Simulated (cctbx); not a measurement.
**Diagnosing a refinement**

Cell a = 7.9170 Å, b = 7.9170 Å, c = 3.9500 Å, α = 90.00°, β = 90.00°, γ = 90.00°; space group P4/mbm (no. 127). The compound is Zr3Tl2.

The data are simulated with cctbx, not measured: Mo Kα, λ = 0.71073 Å, to d = 0.7 Å, 70 % of the full sphere, strongest reflection 40000 counts, noise from counting, a 6 % proportional error and a noise floor of 8 counts (s.d.); no absorption, and some extinction, which the refinements don't model.

An anisotropic refinement with weights 1/σ² prints:

```text
Rint 0.046, 233 unique reflections to 0.70 A
cycle     R1     wR2    GooF  max shift (A)
   1  0.0672  0.2036   7.488   0.00042
   2  0.0236  0.0691   2.543   0.00003
final R1 0.0236 wR2 0.0691 GooF 2.543  parameters 10  data/parameter 23.3
atom        x        y        z      Ueq    occ   su(xyz)  su(Uiso or U11)
Tl1    0.88179  0.61821  0.00000   0.0129  1.000  0.00004  0.0002
Zr1    0.68068  0.81932  0.50000   0.0307  1.000  0.00014  0.0005
Zr2    0.50000  0.50000  0.00000   0.0203  1.000  0.00000  0.0005
difference map: max 1.83 min -2.70 rms 0.47
Q1    0.1309  0.3691  0.0000    4    1.86  0.14 A from Tl1
Q2    0.0000  0.0000  0.3762    4    1.61  1.49 A from Zr2
Q3    0.0000  0.5000  0.5000    2    1.16  2.02 A from Zr1
Q4    0.0000  0.5000  0.0000    2    1.15  1.32 A from Tl1
Q5    0.0021  0.3809  0.1727   16    1.14  1.14 A from Tl1
Q6    0.2171  0.2829  0.0000    4    1.05  1.11 A from Tl1
```

**Question.** Can this result stand? If not, what is the likely fault?

Mend it. The fault: dispersion terms of the wrong wavelength (1.54184 Å). Against the right model at the same level, R1 goes from 0.0113 to 0.0236 and GooF from 0.99 to 2.54, U of Zr2 swells from 0.0136 to 0.0203 Å², U of Zr1 swells from 0.0239 to 0.0307 Å² and a hole of -2.7 e/Å³ opens. f′ and f″ must be those of the data's wavelength; the error mimics a mistyped heavy atom. The signs are weak, and the output alone doesn't single this fault out.

The compound is Zr3Tl2. The right model at the same level gives:

```text
Rint 0.046, 233 unique reflections to 0.70 A
cycle     R1     wR2    GooF  max shift (A)
   1  0.0133  0.0330   1.215   0.00014
   2  0.0113  0.0270   0.994   0.00000
final R1 0.0113 wR2 0.0270 GooF 0.994  parameters 10  data/parameter 23.3
atom        x        y        z      Ueq    occ   su(xyz)  su(Uiso or U11)
Tl1    0.88180  0.61820  0.00000   0.0146  1.000  0.00002  0.0001
Zr1    0.68064  0.81936  0.50000   0.0239  1.000  0.00005  0.0002
Zr2    0.50000  0.50000  0.00000   0.0136  1.000  0.00000  0.0002
difference map: max 0.99 min -0.72 rms 0.21
Q1    0.2157  0.2843  0.0000    4    1.06  1.09 A from Tl1
Q2    0.0000  0.0000  0.3867    4    0.95  1.53 A from Zr2
Q3    0.0000  0.5000  0.5000    2    0.88  2.02 A from Zr1
Q4    0.0232  0.3704  0.1580   16    0.68  0.98 A from Tl1
Q5    0.0266  0.8779  0.1897   16    0.63  1.24 A from Zr2
Q6    0.0000  0.0000  0.1781    4    0.61  0.70 A from Zr2
```

This is a model crystal, built by substitution and not relaxed, with assumed displacement parameters.

[Middle refinement cycles are left out of these outputs.]

[Logs are printed without paths, hosts, clocks, repeated set-up lines and the standing remarks that a program may print on its own settings, such as how far it seeks lower states.]
